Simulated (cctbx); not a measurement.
## Ge19I4N4: precision against data quality

Space group P-43n (no. 218), a = 10.6470 Å, b = 10.6470 Å, c = 10.6470 Å, α = 90.00°, β = 90.00°, γ = 90.00°.

| atom | mult. | x | y | z | Ueq (Å²) |
| --- | --- | --- | --- | --- | --- |
| I1 | 2 | 1/2 | 1/2 | 1/2 | 0.0144 |
| I2 | 6 | 0 | 1/2 | 3/4 | 0.0137 |
| Ge1 | 6 | 0 | 3/4 | 1/2 | 0.0167 |
| Ge2 | 8 | 0.6826 | 0.6826 | 0.6826 | 0.0125 |
| Ge3 | 24 | 0.5012 | 0.8097 | 0.6180 | 0.0146 |
| N1 | 8 | 0.3161 | 0.3161 | 0.3161 | 0.0216 |

This is a model crystal, built by substitution and not relaxed, with assumed displacement parameters.

Five simulated data sets (cctbx; Ag Kα, λ = 0.56087 Å; 3 % proportional error) differ in resolution or exposure (noise floor 2 counts in the first three, 8 in the last two). Each is refined with the right model, isotropic at 1.1 Å and anisotropic otherwise. How do the figures of merit and the uncertainties move?

```csv
d min (Å),top counts,"⟨I/σ⟩ (unmerged, absences included)",unique,param. (scale apart),Rint,R1,GooF,largest s.u. xyz (fractional),s.u. U of N1 (Å²),largest error (Å)
1.1,20000,16.8,163,11,0.029,0.0089,2.35,0.00060,0.0031,0.0129
0.84,20000,14.8,357,20,0.031,0.0061,0.99,0.00022,0.0007,0.0020
0.6,20000,10.8,987,20,0.037,0.0077,0.97,0.00014,0.0003,0.0004
0.75,300,1.0,508,20,0.459,0.0690,0.98,0.00454,0.0181,0.0913
0.75,3000,5.3,508,20,0.087,0.0181,0.97,0.00061,0.0017,0.0050
```

GooF reaches 2.35 where the model lacks something that the data hold (anisotropy at the isotropic level, for one). The s.u. of U for N1 goes 0.0031, 0.0007, 0.0003 Å² with resolution and 0.0181, 0.0017 Å² with exposure.

The 1.1 Å row also differs in its displacement model, so it isn't a clean test of resolution.

Hardware for the 0.6 Å refinement: 0.4 s on 1 thread of Arm Neoverse V2, with other jobs on the host, peak memory 0.09 GiB.

[Logs are printed without paths, hosts, clocks, repeated set-up lines and the standing remarks that a program may print on its own settings, such as how far it seeks lower states.]
